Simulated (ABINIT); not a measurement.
Planning a run of ABINIT 10.8.3 on KHF2 (I4/mcm). The input:

```
acell 3*1.0 Angstrom
rprim 
  -2.835000000000 2.835000000000 3.405000000000
  2.835000000000 -2.835000000000 3.405000000000
  2.835000000000 2.835000000000 -3.405000000000
ntypat 3
znucl 19 1 9
natom 8
typat 1 1 2 2 3 3 3 3
xred 
  0.250000000000 0.250000000000 -0.000000000000
  0.750000000000 0.750000000000 -0.000000000000
  0.500000000000 0.000000000000 0.500000000000
  0.000000000000 0.500000000000 0.500000000000
  0.640800000000 0.140800000000 0.781600000000
  0.140800000000 0.359200000000 0.500000000000
  0.359200000000 0.859200000000 0.218400000000
  0.859200000000 0.640800000000 0.500000000000
pp_dirpath "pseudos"
pseudos "K.upf, H.upf, F.upf"
ecut 36
ngkpt 2 2 2
nshiftk 1
shiftk 0 0 0
kptopt 1
chksymbreak 0
iscf -2
irdden 1
istwfk *1
nband 66
nbdbuf 6
tolwfr 1e-09
nstep 60
prtvol 0
indata_prefix "in"
outdata_prefix "out"
tmpdata_prefix "tmp"
```

```sh
OMP_NUM_THREADS=1 mpirun -n 4 abinit run.abi > log
```

How long will it take on 4 MPI ranks of Arm Neoverse V1, shared host, and how much memory?

It took 18 s; on shared hardware allow 8.8 s to 35 s. Peak host memory was 0.34 GiB.

[Paths, hosts, dates, memory and timing lines, banners, echoed tables and standing remarks are left out of the program output.]

[Logs are printed without paths, hosts, clocks, repeated set-up lines and the standing remarks that a program may print on its own settings, such as how far it seeks lower states.]

[Runs of the session that timed out or met a known fault of the program may be left out.]

[Hosts, paths, dates, database ids (printed as entryN), source tags and the programs' standing remarks are cut or masked in the printed files.]

[G0W0 gaps are taken among the corrected bands and points alone; a level outside them can change the order at an edge.]

[Where Ansatz stands beside ABINIT at settings called matched, ABINIT's density can come from a denser mesh and the files from another edition; pairs whose starting gaps differed by over 0.03 eV were left out, so agreement reads better than it is.]
